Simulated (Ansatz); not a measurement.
# GdP (Fm-3m): from the cell to its phonons, part 2 of 2

Aim: the phonons of GdP (Fm-3m) at a cell relaxed beforehand at this level. After the zone centre comes a 4×4×4 q mesh on a 12×12×12 k mesh.

Ansatz 0.2.0; DFT PBEsol+U, scalar-relativistic, plane waves, PAW.

So far. Step 2 (Linear response at the zone centre): Before it was imposed, the acoustic sum rule was missed by 1.2e-5 eV/Å². Small misses are needed for a sound result but don't prove that mesh and cutoff are converged. The lowest optical mode is real, 231 cm⁻¹.

## (3) Response at finite wavevector

Stability and thermal properties need the whole zone. Linear response on a 4×4×4 q mesh gives force constants as far as a supercell of that size would.

File input.yaml:

```yaml
crystal:
  lattice:
    - [0.0, 2.8323918353, 2.8323918353]
    - [2.8323918353, 0.0, 2.8323918353]
    - [2.8323918353, 2.8323918353, 0.0]
  atoms:
    - { symbol: Gd, position: [0.0, 0.0, 0.0], spin: 7.7 }
    - { symbol: P, position: [0.5, 0.5, 0.5] }
kpoints:
  mp_grid: { grid: [12, 12, 12] }
hamiltonian:
  xc: pbesol
  hubbard: { sites: [{ species: Gd, l: f, u_eff: 6.0 }] }
scf:
  occupations: { method: gaussian, width: 0.15 }
  convergence: { dr2_threshold: 1.0e-10 }
output:
  eigenvalues: true
  populations: true
magnetization:
  spin_polarized: true
phonons:
  method: dfpt
  qmesh: [4, 4, 4]
  temperatures: { t_max: 1000, t_step: 50 }
  qpath:
    path:
      - [[0.0, 0.0, 0.0], [0.5, 0.0, 0.5], [0.625, 0.25, 0.625]]
      - [[0.375, 0.375, 0.75], [0.0, 0.0, 0.0], [0.5, 0.5, 0.5], [0.5, 0.25, 0.75], [0.5, 0.0, 0.5]]
    npoints: 10
```

Run with:

```
> ansatz run input.yaml --threads 8 --pin off --max-ram 14336MiB --backend cpu --events-out ev --progress --plain --runs-dir out
```

Numbers of over 12 decimals in the logs are rounded to 6 here.

Log:

```text
[...]
Crystal: 2 atoms, lattice volume = 45.445 Å³
Basis set: ecut = 420 eV, 893 PW (Γ), exchange–correlation on 54×54×54 points (8 copies of the dense FFT grid, shifted against one another)
Bands: 20, of which v1, the nominal top of the filled ones, is band 12 counted from 1 (11 counted from 0)
Symmetry: 48 space group operations
[...]
k-points: 72 of 1728
[...]
Starting moments: Σ|m| = 7.7 μB on 1 of 2 sites
[...]
SCF 1 converged in 12 iterations: F = -9971.109694 eV  dr2 = 3.83e-12
[...]
k-points: 163 of 1728 (irreducible under 8 space group operations, time reversal used)
[...]
SCF iter   3: F=-9971.109694 eV  HF=-9971.109694 eV  |F-HF|=1.82e-12  |Δ(HF+E_count)|=  3.64e-12  Δρ=2.82e-8 (↑2.82e-8 ↓2.81e-8)  dr2=1.79e-12  dr2_m=2.98e-14  M=7.000 μB ∫|m|=7.213 μB  ethr=1.00e-12  ⟨swp⟩=3.2  Hψ=20929  notcnv=0
SCF 2 converged in 3 iterations: F = -9971.109694 eV  dr2 = 1.79e-12
[...]
SCF iter   3: F=-9971.109694 eV  HF=-9971.109694 eV  |F-HF|=1.82e-12  |Δ(HF+E_count)|=  1.82e-12  Δρ=2.63e-8 (↑2.63e-8 ↓2.34e-8)  dr2=1.27e-12  dr2_m=4.68e-14  M=7.000 μB ∫|m|=7.213 μB  ethr=1.00e-12  ⟨swp⟩=1.0  Hψ=6342  notcnv=0
SCF 3 converged in 3 iterations: F = -9971.109694 eV  dr2 = 1.27e-12
phonons: the bands overlap, so this run is a metal and interpolates without the dipole-dipole term. If the crystal is really an insulator or semiconductor, its LO-TO splitting is missing
[...]
NSCF: frozen V_eff on 72 k-points
[...]
DFPT response loops at q = (0, 0, 0.25) (fractional): preconditioner auto → Kerker (q_TF=auto, 2.436 Å⁻¹) (partly filled bands, converged f_vac=0.000); β = 1.00, the filter's whole step (`scf.mixing.beta` (0.30) is not read by the response loops under this deck's `scf.mixing.preconditioner`; to damp them name `kerker` or `kerker_dos`, under which they read `scf.mixing.beta`, and type it under 1.00, their step now; both keys bind the ground state too); Anderson in place of MSR1
[...]
SCF converged after 3 iterations
Magnetization: 7.0003 μB (15.0001 up, 7.9999 down)
Absolute magnetization: 7.2126 μB (∫|ρ↑−ρ↓|, with the PAW one-centre terms)
[...]
Per-site moments (μB) at R_I (Å): [(7.000616, 1.168362), (-0.099235, 1.168362)]
Free energy (F): -9971.109694 eV
[...]
Internal energy: -9971.107099 eV  (E = F + TS)
E sigma→0 (E₀):  -9971.108396 eV
Entropy (-TS):   -0.002595 eV (-1.297 meV/atom)
Fermi energy:    11.409322 eV
[...]
--- Band table (eV; the first three rows and the last of 326) ---
  k-point 0 ↑: bands = [... 8 lower, 4.0659, 4.1509, 4.1509, 4.1509, 12.1279, 12.1279, 12.1279, 12.6037, ... 4 higher]
  k-point 1 ↑: bands = [... 8 lower, 4.0691, 4.1469, 4.1469, 4.1511, 11.3291, 11.5432, 11.5432, 12.7976, ... 4 higher]
  k-point 2 ↑: bands = [... 8 lower, 4.0789, 4.1362, 4.1362, 4.1516, 10.1827, 10.7642, 10.7642, 13.1676, ... 4 higher]
  k-point 162 ↓: bands = [... 8 lower, 14.2718, 14.2718, 15.2820, 15.2854, 15.2854, 15.3614, 15.3798, 15.8263, ... 4 higher]
Occupation matrices written to <dir>
[...]
ASR residual: 1.248e-5 → 0.000e0 eV/Å²; symmetrization residual: 5.760e-7 eV/Å²
  ASR residual per site (eV/Å²): 1.08e-5 1.25e-5
  Γ frequencies (cm⁻¹): 0.00 0.00 0.00 230.77 230.77 230.77
--- Phonons (arbitrary-q DFPT): 8 irreducible q on the 4×4×4 mesh ---
  q = [0.0000, 0.0000, 0.0000] (star 1, of the zone-centre solve; hermiticity 2.27e-7, symmetrization 1.16e-13): -0.00 -0.00 -0.00 230.77 230.77 230.77
  q = [0.0000, 0.0000, 0.2500] (star 8, 2 solved perturbations in 936 linear systems a pass and spin channel, the states on 364 of 1728 k-point pairs; hermiticity 9.81e-11, symmetrization 4.72e-13): 75.87 75.87 109.41 244.63 244.63 295.68
[...]
sum rule: each row above includes the acoustic sum rule's correction from the zone centre's row sums; it moved no ω² by more than (0.33 cm⁻¹)²
  mesh force constants: q→R imaginary residual 2.89e-18; ASR residual 1.248e-5 → 0.000e0 eV/Å²; symmetrization residual 8.882e-15 eV/Å²
  interpolated dispersion: 62 rows × 6 modes
  density of states and harmonic sums: on the 20×20×20 q-mesh, interpolated from the force constants of a 4×4×4 supercell (no non-analytic term)
  largest difference from the sums on the solved wave vectors: F 1.25e-2 eV, S 1.65e-5 and C_V 4.01e-6 eV/K
  zero-point energy: 0.068987 eV/cell   skipped modes (ω ≤ 0): 3   left out of the sums: 6.25e-5 of the cell's modes: C_V's classical limit lies that fraction below 3 k_B per atom; for a crystal, a wire or a layer, F and S can be off by more, and a phonons.interpolated_qmesh denser along its periods is the remedy for the sampling
--- Löwdin populations: 2 sites ---
  site symbol       q [e]    m [muB]
     0     Gd     17.6519     7.1413
     1      P      5.3094    -0.1429
  spilling = 0.001683 (of n_electrons = 23.000000)
```

Wall time 8.5 min (8 threads of AMD EPYC 7R43, shared host); peak memory 6.6 GiB; 50 min of CPU time.

This step gave:

| Item | Value |
| --- | --- |
| lowest frequency on the path | 0 cm⁻¹ |
| highest frequency on the path or at a solved wavevector | 306.9 cm⁻¹ |
| mean frequency | 185.5 cm⁻¹ |
| Debye temperature (second moment) | 376 K |
| logarithmic mean frequency | 165.3 cm⁻¹ |
| lowest mode on the q mesh (acoustic modes at Γ apart) | 63.73 cm⁻¹ |
| zero-point energy per atom | 34.49 meV |
| heat capacity at 300 K | 23.11 J/(mol atoms K) |
| vibrational entropy at 300 K | 31.69 J/(mol atoms K) |
| edges of the widest gap between branches, on path and mesh | 164.2, 230.8 cm⁻¹ |

Frequencies (cm⁻¹) solved at each irreducible wavevector; negative means imaginary. Frequencies by wavevector, by row:

| q in reciprocal lattice units | star | mode 1 | mode 2 | mode 3 | mode 4 | mode 5 | mode 6 |
| --- | --- | --- | --- | --- | --- | --- | --- |
| 0 0 0 | 1 | 0 | 0 | 0 | 230.8 | 230.8 | 230.8 |
| 0 0 0.25 | 8 | 75.9 | 75.9 | 109.4 | 244.6 | 244.6 | 295.7 |
| 0 0 -0.5 | 4 | 105.9 | 105.9 | 164.2 | 252.9 | 252.9 | 302.9 |
| 0 0.25 0.25 | 6 | 63.7 | 63.7 | 122 | 241.8 | 241.8 | 284.4 |
| 0 0.25 -0.5 | 24 | 101 | 109.9 | 135.7 | 247.4 | 262.9 | 286.1 |
| 0 0.25 -0.25 | 12 | 87.7 | 106.1 | 145 | 255.4 | 259.7 | 293.5 |
| 0 -0.5 -0.5 | 3 | 92.4 | 92.4 | 119 | 234.7 | 234.7 | 271.9 |
| 0.25 -0.5 -0.25 | 6 | 107.2 | 107.2 | 131.2 | 264.1 | 264.1 | 275.4 |

Interpolated from a 4×4×4 q mesh. The phonon branches at the labelled points (cm⁻¹):

| point | branch 1 | branch 2 | branch 3 | branch 4 | branch 5 | branch 6 |
| --- | --- | --- | --- | --- | --- | --- |
| Γ | 0 | 0 | 0 | 231 | 231 | 231 |
| halfway | 64 | 64 | 122 | 242 | 242 | 284 |
| X | 92 | 92 | 119 | 235 | 235 | 272 |
| halfway | 97 | 104 | 117 | 239 | 251 | 271 |
| U | 107 | 112 | 126 | 247 | 268 | 277 |
| jump to K | 107 | 112 | 126 | 247 | 268 | 277 |
| halfway | 72 | 92 | 126 | 250 | 253 | 293 |
| Γ | 0 | 0 | 0 | 231 | 231 | 231 |
| halfway | 76 | 76 | 109 | 245 | 245 | 296 |
| L | 106 | 106 | 164 | 253 | 253 | 303 |
| halfway | 109 | 109 | 146 | 255 | 261 | 294 |
| W | 107 | 107 | 131 | 264 | 264 | 275 |
| halfway | 98 | 114 | 116 | 248 | 256 | 270 |
| X | 92 | 92 | 119 | 235 | 235 | 272 |

The phonon branches as a text plot (rows in cm⁻¹):

```
    301 |                      *            **********
    288 |      **          **** **         *          ***
    275 |    **  **********       **                     *** ****
    262 |   *           * ******          *         **********
    249 |  *           * *********  *    *  ***********      **
    237 |****************         **********                   **
    224 |
    211 |
    198 |
    185 |
    173 |
    160 |                                       *****
    147 |                   ***                *     ***
    134 |       **         *   *              *         ****
    121 |      *  *********     *            *              *****
    109 |    **        ********  *          *   ***************
     96 |           *****   *****          *  **            *****
     83 |   *    ***           * ***         *
     70 |       *               * **      ***
     58 |  * ***                 *  *
     45 |   *                     ***    **
     32 | **                        **   *
     19 | *                          *  *
      6 |*                            **
         Γ           X  U|K            Γ         L        W     X
```

Tetrahedra on a 20×20×20 mesh, mean over bins of 5 cm-1. Interpolated from a 4×4×4 q mesh. Table of phonon density of states by wavenumber; read off at these points:

wavenumber (cm⁻¹), phonon density of states (1/cm⁻¹/cell) and a bar:
```
        2      0.000 
       12      0.000 
       18      0.000 
       28      0.001 
       38      0.002 #
       42      0.003 #
       52      0.005 #
       62      0.009 ##
       68      0.011 ###
       78      0.018 #####
       82      0.022 ######
       92      0.039 ###########
      102      0.063 #################
      108      0.090 ########################
      118      0.011 ###
      128      0.023 ######
      132      0.036 ##########
      142      0.027 #######
      152      0.010 ###
      158      0.006 ##
      168      0.000 
      178      0.000 
      182      0.000 
      192      0.000 
      202      0.000 
      208      0.000 
      218      0.000 
      228      0.000 
      232      0.003 #
      242      0.051 ##############
      248      0.070 ###################
      252      0.110 ##############################
      258      0.081 ######################
      268      0.015 ####
      272      0.021 ######
      282      0.029 ########
      292      0.040 ###########
      298      0.027 #######
      308      0.002
```

The partial phonon density of states has structure finer than the step of the table below, so its rows give means over 20 cm⁻¹, whole bins alone (the curve runs from -10 to 326 cm⁻¹). Peaks (cm⁻¹: height): Gd 108.4: 0.0843, 133.8: 0.0344; P 254.3: 0.0982, 292.3: 0.0371.

Phonopy on the run's constants, 17x17x17 mesh, Gaussian sigma 2.4 cm-1. Interpolated from a 4×4×4 q mesh. The partial phonon density of states by wavenumber; means over each step; values in 1/cm⁻¹/cell:

| wavenumber (cm⁻¹) | Gd | P |
| --- | --- | --- |
| 0 | 2.5e-5 | 5.3e-6 |
| 20 | 3.8e-4 | 7.2e-5 |
| 40 | 0.00210 | 3.5e-4 |
| 60 | 0.00699 | 9.3e-4 |
| 80 | 0.0190 | 0.00178 |
| 100 | 0.0562 | 0.00249 |
| 120 | 0.0268 | 8.9e-4 |
| 140 | 0.0264 | 5.9e-4 |
| 160 | 0.00482 | 8.1e-5 |
| 180 | 9.0e-7 | 0 |
| 200 | 0 | 0 |
| 220 | 2.0e-5 | 1.2e-4 |
| 240 | 0.00300 | 0.0337 |
| 260 | 0.00272 | 0.0627 |
| 280 | 8.1e-4 | 0.0255 |
| 300 | 6.2e-4 | 0.0208 |

Second derivatives of the energy by pair, one row for each kind of neighbour of each atom listed. Each entry sums the pair over the periodic images of the supercell that the q mesh stands for, and in a polar crystal it holds the long-range dipole part too. Force constants by pair, by row:

| atom | neighbour | distance (Å) | third of the trace (eV/Å²) | along the pair's line (eV/Å²) |
| --- | --- | --- | --- | --- |
| Gd1 | itself | 0 | 8.556 | – |
| Gd1 | P | 2.832 | -0.9966 | -2.074 |
| Gd1 | Gd | 4.006 | -0.1887 | -1.022 |
| Gd1 | P | 4.906 | -0.043 | -0.0102 |
| Gd1 | Gd | 5.665 | -0.1845 | -0.5506 |
| Gd1 | P | 6.333 | 0.0511 | 0.1736 |
| Gd1 | Gd | 6.938 | 0.0129 | 0.0171 |
| P2 | itself | 0 | 7.664 | – |
| P2 | Gd | 2.832 | -0.9966 | -2.074 |
| P2 | P | 4.006 | -0.0899 | -0.479 |
| P2 | Gd | 4.906 | -0.043 | -0.0102 |
| P2 | P | 5.665 | -0.1732 | -0.4731 |
| P2 | Gd | 6.333 | 0.0511 | 0.1736 |
| P2 | P | 6.938 | 0.0057 | -0.0043 |

Harmonic thermodynamic functions per atom, from the density of states. Interpolated from a 4×4×4 q mesh. Thermodynamic functions, by row:

| T (K) | F_vib (meV/atom) | S (J/mol-atom/K) | C_V (J/mol-atom/K) |
| --- | --- | --- | --- |
| 0 | 34.49 | 0 | 0 |
| 50 | 34.07 | 2.945 | 6.473 |
| 100 | 30.72 | 10.09 | 14.46 |
| 200 | 13.4 | 22.67 | 21.16 |
| 300 | -15.02 | 31.69 | 23.11 |
| 400 | -51.53 | 38.46 | 23.88 |
| 500 | -94.27 | 43.83 | 24.25 |
| 600 | -142.1 | 48.27 | 24.46 |
| 700 | -194.1 | 52.06 | 24.59 |
| 800 | -249.8 | 55.34 | 24.67 |
| 900 | -308.7 | 58.25 | 24.73 |
| 1000 | -370.4 | 60.86 | 24.77 |

Harmonic mean-square displacement, third of the trace. Interpolated from a 4×4×4 q mesh. Mean square displacements, by row:

| T (K) | Gd1 U_eq (Å²) | P2 U_eq (Å²) |
| --- | --- | --- |
| 0 | 0.00103 | 0.00228 |
| 100 | 0.00182 | 0.00275 |
| 300 | 0.00482 | 0.00543 |
| 600 | 0.00952 | 0.01022 |

Symmetry leaves 8 wavevectors to solve. The lowest mode among them, the acoustic zeros apart, lies at q = (0, 0.25, 0.25) and is real, 63.7 cm⁻¹.

## (4) Summary of results

```json
{"space group (within 0.01 Å)": "Fm-3m", "volume per atom": "22.7 Å³", "electronic character": "no gap on this mesh", "highest optical mode at the zone centre (no LO-TO term)": "231 cm⁻¹", "lowest optical zone-centre mode": "231 cm⁻¹", "lowest mode on the q mesh (acoustic modes at Γ apart)": "63.7 cm⁻¹", "highest frequency on the path or at a solved wavevector": "307 cm⁻¹", "zero-point energy per atom": "34.5 meV", "heat capacity at 300 K": "23.1 J/(mol atoms K)", "vibrational entropy at 300 K": "31.7 J/(mol atoms K)", "Debye temperature (second moment)": "376 K", "imaginary modes on the 4×4×4 q mesh": "none", "net magnetic moment of the cell as run": "7.00 μB"}
```

The structure is a minimum as far as tested: no mode is imaginary at the 8 irreducible wavevectors of the 4×4×4 mesh, and the softest away from the acoustic zeros lies at 64 cm⁻¹. The optical modes at Γ form one degenerate level at 231 cm⁻¹. The highest mode in this list at Γ, 230.8 cm⁻¹, is mostly motion of P (84 % of the kinetic energy). On the path and the mesh, the widest gap between branches runs from 164 to 231 cm⁻¹. The ferromagnetic order comes from parallel starting moments and need not be the ground state. The magnetic start carried on was not the lowest tried: another (antiferromagnetic, q = (0.5, 0.5, 0.5)) ended 1.9 meV/atom lower in single points. With no gap, or one that is small against the smearing, the frequencies hang on the k mesh and the smearing, most of all near Kohn anomalies. Spin-orbit coupling is left out, which can matter for the heavy elements here. These are harmonic frequencies at zero temperature: anharmonic shifts, linewidths and thermal expansion are left out.

[Logs are printed without paths, hosts, clocks, repeated set-up lines and the standing remarks that a program may print on its own settings, such as how far it seeks lower states.]

[Hosts, paths, dates, database ids (printed as entryN), source tags and the programs' standing remarks are cut or masked in the printed files.]
